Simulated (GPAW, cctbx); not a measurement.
## By hand: from a DFT structure factor to an extinction distance in K3Sc

K3Sc, Fm-3m (no. 225), a = 9.5716 Å, b = 9.5716 Å, c = 9.5716 Å, α = 90.00°, β = 90.00°, γ = 90.00°.

| atom | mult. | x | y | z |
| --- | --- | --- | --- | --- |
| Sc1 | 4 | 0 | 0 | 0 |
| K1 | 4 | 1/2 | 0 | 0 |
| K2 | 8 | 1/4 | 1/4 | 3/4 |

The start was made by putting kin elements into a known structure type; the compound need not exist, or be stable, in this form.

A DFT run (GPAW, PBE, 450 eV, 4×4×4 k-points, Fermi–Dirac width 0.1 eV) gives the static X-ray structure factor of 022 as 250.119 e for the conventional cell; superposed free atoms give 250.628 e. **Problem.** Find the Fourier component V of the crystal potential and the two-beam extinction distance at 80 kV in both cases.

## 1. Geometry

The cell volume is Ω = 876.90 Å³ and d(022) = 3.3841 Å, so g = 1/d = 0.2955 Å⁻¹.

## 2. The nuclei

Electrons feel nuclei as well as electrons, so the nuclear charges are summed with the same phases.

Phase sums Σ exp(2πi h·x), turned so that the total is real and positive: Sc +4.000, K +12.000. Then F_Z = 21 × (+4.000) + 19 × (+12.000) = 312.00 e. The electron term has the same sign for this reflection.

## 3. Mott–Bethe

Poisson's equation, term by term, gives V = (e/4πε₀)(F_Z − F)/(πΩg²), with e/4πε₀ = 14.3996 V Å.

The prefactor is 14.3996 × 3.3841²/(π × 876.90) = 0.05986 V per electron. Free atoms: (312.00 − 250.628) × 0.05986 = 3.674 V. Crystal: (312.00 − 250.119) × 0.05986 = 3.704 V. F changes by -0.20 % and V by +0.8 %: the same 0.51 e is measured against F_Z − F = 61.4 e in place of F = 250.6 e.

## 4. Extinction distance

In the two-beam case ξ = 1/(λU) with U = 2γm₀eV/h², that is ξ = 150.41 V Å²/(γλV).

At 80 kV, λ = 0.04176 Å and γ = 1.1566. Free atoms: ξ = 848 Å. Crystal: ξ = 841 Å. The thickness fringes go as sin²(πt/ξ), so the two patterns slip by a quarter of a period when t|1/ξ₁ − 1/ξ₀| = 1/4, at t ≈ 2555 nm, thicker than usual samples. Thermal motion, absorption and many-beam coupling, left out here, change a real pattern.

## 5. Answer

V(022) is 3.70 V against 3.67 V, and ξ is 841 against 848 Å. Limits: static atoms, two beams.
